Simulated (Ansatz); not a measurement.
# What BaPbO3 (Pm-3m) distorts into, part 3 of 3

Wanted: the energy along a soft mode of BaPbO3 (Pm-3m) and the structure at the end.

Ansatz 0.2.0; DFT PBEsol, scalar-relativistic, plane waves, PAW; PAW set soft_1.

So far. Step 5 (Energy along the mode, all amplitudes (two of the runs …): The lowest of the steps tried is at 0.45 Å, 27.6 meV/atom below the parent; the bottom of the well need not coincide with a step. Step 7 (The new phase in its own primitive cell): The largest force component left is 0.72 meV/Å and the pressure is -0.001 GPa, within the tolerances set. The cell now holds 15.67 Å³/atom. The relaxed cell has a, b, c = 6.022, 8.514, 6.112 Å (conventional setting).

## 8. Modes of the new phase, occupations fixed

A relaxed structure may still be a saddle point, so its zone-centre modes are computed. The response to a homogeneous field gives the Born charges and the dielectric tensor.

Contents of input.yaml:

```yaml
crystal:
  lattice:
    - [-3.011090323, 4.2570881076, 3.0560787195]
    - [3.011090323, -4.2570881076, 3.0560787195]
    - [3.011090323, 4.2570881076, -3.0560787195]
  atoms:
    - { symbol: Ba, position: [0.2430315108, 0.4930315108, 0.75] }
    - { symbol: Ba, position: [0.7569684892, 0.5069684892, 0.25] }
    - { symbol: Pb, position: [0.5, 0.0, 0.5] }
    - { symbol: Pb, position: [0.0, 0.0, 0.0] }
    - { symbol: O, position: [0.792757589, 0.0, 0.292757589] }
    - { symbol: O, position: [0.207242411, 0.0, 0.707242411] }
    - { symbol: O, position: [0.675933553, 0.925933553, 0.75] }
    - { symbol: O, position: [0.324066447, 0.074066447, 0.25] }
    - { symbol: O, position: [0.792757589, 0.5, 0.792757589] }
    - { symbol: O, position: [0.207242411, 0.5, 0.207242411] }
kpoints:
  mp_grid: { grid: [8, 8, 8] }
hamiltonian:
  xc: pbesol
  pseudopotentials: { kind: paw, azcp: { folder: soft_1 }, xc_functional: pbe }
scf:
  occupations: { method: fixed }
output:
  eigenvalues: true
phonons:
  method: dfpt
  dielectric: true
  rigid_motions: translations
```

On the command line:

```sh
$ ansatz run input.yaml --threads 4 --pin off --max-ram 10240MiB --backend cpu --events-out ev --progress --plain --runs-dir out
```

Numbers of over 12 decimals in the logs are rounded to 6 here.

What it wrote:

```text
Engine: ansatz 0.2.0, aarch64-unknown-linux-gnu
Pseudopotentials: kind: paw
Pseudopotential: Ba, paw, valence charge 10, recommended cutoff 420 eV (normal), soft_1/Ba.paw.azcp
Pseudopotential: Pb, paw, valence charge 14, recommended cutoff 420 eV (normal), soft_1/Pb.paw.azcp
Pseudopotential: O, paw, valence charge 6, recommended cutoff 420 eV (normal), soft_1/O.paw.azcp
Functional definition: PBEsol
  exchange = pbesol_x
  correlation = pbesol_c
Crystal: 10 atoms, lattice volume = 156.697 Å³
Basis set: ecut = 420 eV, 3087 PW (Γ), exchange–correlation on 96×96×96 points (8 copies of the dense FFT grid, shifted against one another)
Bands: 52, of which v1, the nominal top of the filled ones, is band 42 counted from 1 (41 counted from 0)
Symmetry: 8 space group operations
k-points: 260 of 512 (irreducible under 1 space group operation, time reversal used)
Non-local potential: Ba, projectors of the file, l = 0: 3, l = 1: 2, l = 2: 2, l = 3: 2
Non-local potential: Pb, projectors of the file, l = 0: 2, l = 1: 2, l = 2: 2, l = 3: 1
Non-local potential: O, projectors of the file, l = 0: 2, l = 1: 2, l = 2: 1
PAW form: soft (Blöchl's): semilocal exchange-correlation on the pseudo side does not see the compensation charge
PAW frozen core: Ba, regenerated for the run's functional, and the local potential with it (the file was generated under x = pbe(κ = 0.804, μ = 0.219515), c = pbe(β = 0.066725))
PAW frozen core: Pb, regenerated for the run's functional, and the local potential with it (the file was generated under x = pbe(κ = 0.804, μ = 0.219515), c = pbe(β = 0.066725))
PAW frozen core: O, regenerated for the run's functional, and the local potential with it (the file was generated under x = pbe(κ = 0.804, μ = 0.219515), c = pbe(β = 0.066725))
PAW one-centre angular grid: Ba, 194 points (default); XC on 64 Gauss nodes
PAW one-centre angular grid: Pb, 590 points (default); XC on 64 Gauss nodes
PAW one-centre angular grid: O, 110 points (default); XC on 64 Gauss nodes
Initial density: superposition of atomic densities (chi_scale 0.1, normalization cell, long waves kept (reshape's long-wave potential 0.00 eV rms))
Initial wavefunctions: pseudopotential atomic-orbital guess
Functional: x = pbesol(κ = 0.804, μ = 0.123457), c = pbesol(β = 0.046)
SCF iter   1: F=—  HF=-38610.885656 eV  |F-HF|=—  |Δ(HF+E_count)|=         —  Δρ=5.98e-2  dr2=8.98e0  ethr=3.10e-3  ⟨swp⟩=6.0  Hψ=56764  notcnv=0  defer=1988
preconditioner: auto → Resta (q_TF=auto, 2.459 Å⁻¹)  ε∞=4.7  [insulator: Δε(μ)=0.045 eV  Ē_g=13.770 eV  n_scr=50 (ndim 8)  ℏωp=26.5 eV  f_vac=0.000  ε∞_Penn≈4.7]
SCF iter   2: F=—  HF=-38608.530322 eV  |F-HF|=—  |Δ(HF+E_count)|=    2.36e0  Δρ=3.30e-2  dr2=3.00e0  ethr=3.10e-3  ⟨swp⟩=3.5  Hψ=24879  notcnv=0  defer=2013
SCF iter   3: F=—  HF=-38607.543231 eV  |F-HF|=—  |Δ(HF+E_count)|=   9.87e-1  Δρ=2.52e-2  dr2=8.30e-1  ethr=3.10e-3  ⟨swp⟩=3.9  Hψ=24011  notcnv=0  defer=2012
SCF iter   4: F=—  HF=-38607.326355 eV  |F-HF|=—  |Δ(HF+E_count)|=   2.17e-1  Δρ=3.99e-3  dr2=2.63e-2  ethr=9.88e-4  ⟨swp⟩=2.9  Hψ=21833  notcnv=0  defer=2035
SCF iter   5: F=—  HF=-38607.325530 eV  |F-HF|=—  |Δ(HF+E_count)|=   8.25e-4  Δρ=3.70e-3  dr2=1.93e-2  ethr=3.13e-5  ⟨swp⟩=3.3  Hψ=25184  notcnv=0  defer=2080
SCF iter   6: F=—  HF=-38607.323075 eV  |F-HF|=—  |Δ(HF+E_count)|=   2.46e-3  Δρ=1.52e-3  dr2=3.13e-3  ethr=2.29e-5  ⟨swp⟩=2.9  Hψ=18530  notcnv=0  defer=2080
SCF iter   7: F=—  HF=-38607.322708 eV  |F-HF|=—  |Δ(HF+E_count)|=   3.67e-4  Δρ=3.78e-4  dr2=1.91e-4  ethr=3.73e-6  ⟨swp⟩=2.1  Hψ=17076  notcnv=0  defer=2080
SCF iter   8: F=—  HF=-38607.322709 eV  |F-HF|=—  |Δ(HF+E_count)|=   7.80e-7  Δρ=9.75e-5  dr2=1.23e-5  ethr=2.27e-7  ⟨swp⟩=2.0  Hψ=16943  notcnv=0  defer=2076
SCF iter   9: F=—  HF=-38607.322712 eV  |F-HF|=—  |Δ(HF+E_count)|=   2.96e-6  Δρ=7.34e-6  dr2=1.31e-7  ethr=1.47e-8  ⟨swp⟩=2.1  Hψ=19059  notcnv=0  defer=2072
SCF iter  10: F=—  HF=-38607.322806 eV  |F-HF|=—  |Δ(HF+E_count)|=   9.40e-5  Δρ=3.66e-6  dr2=2.17e-8  ethr=1.56e-10  ⟨swp⟩=2.7  Hψ=25128  notcnv=0  defer=2052
SCF iter  11: F=—  HF=-38607.322806 eV  |F-HF|=—  |Δ(HF+E_count)|=  9.90e-10  Δρ=5.93e-7  dr2=5.59e-10  ethr=2.58e-11  ⟨swp⟩=2.0  Hψ=20804  notcnv=0  defer=2034
SCF iter  12: F=-38607.322806 eV  HF=-38607.322806 eV  |F-HF|=3.64e-11  |Δ(HF+E_count)|=  5.82e-11  Δρ=2.24e-7  dr2=6.51e-11  ethr=1.00e-12  ⟨swp⟩=22.8  Hψ=122738  notcnv=0
SCF 1 converged in 12 iterations: F = -38607.322806 eV  dr2 = 6.51e-11
[...]
NSCF: frozen V_eff on 260 k-points
NSCF: frozen V_eff on 260 k-points
[...]
DFPT response loops at Γ: preconditioner auto → Resta (q_TF=auto, 2.459 Å⁻¹)  ε∞=14.9 (no band partly filled); β = 1.00, the filter's whole step (`scf.mixing.beta` (0.50) is not read by the response loops at its default; to damp them type it under 1.00, their step now; it binds the ground state too); Broyden in place of MSR1
```

Elapsed: 7.6 min, on 4 threads of Arm Neoverse V2, shared host; peak memory 7.1 GiB.

The run was cut off at the time limit after its SCF cycle had converged; no result of it is taken.

The program's message: “Warning:”

## 9. What came out

```
unstable mode of the parent                                                      : q = (-0.5, -0.5, -0.5), 163i cm⁻¹
depth at the lowest point sampled                                                : 27.6 meV/atom
largest atomic shift at that point                                               : 0.45 Å
space group reached (within 0.01 Å)                                              : Imma
energy gained over the parent (first relaxation, on the mesh of the frozen mode) : 31.6 meV/atom
volume per atom, phase reached                                                   : 15.7 Å³
gap on the k-mesh, phase reached                                                 : 0.269 eV
```

In words: Along this mode the structure falls into Imma, 31.6 meV/atom below the parent. At the parent's cell the well is 27.57 meV/atom deep on the steps tried, with its lowest point at a shift of 0.45 Å. Relaxing atoms and cell changes the gain by +4.05 meV/atom against the lowest step (energies at zero smearing). The modes of the phase reached were not computed on this path. Of the 4 patterns followed to their end from this parent, this one reaches the lowest energy. Another end point lies within 1 meV/atom; how such a difference moves with mesh and cutoff was not tested. Each path keeps the symmetry of its pattern, so a lower phase may lie along a pattern not tried. With no gap, or one that is small against the smearing, the frequencies hang on the k mesh and the smearing, most of all near Kohn anomalies. Spin-orbit coupling is left out, which can matter for the heavy elements here. The PAW files were made for PBE and serve the other functionals too. A phonon run warned that its eigensolver left some bands unconverged in a pass.

[Logs are printed without paths, hosts, clocks, repeated set-up lines and the standing remarks that a program may print on its own settings, such as how far it seeks lower states.]

[Hosts, paths, dates, database ids (printed as entryN), source tags and the programs' standing remarks are cut or masked in the printed files.]
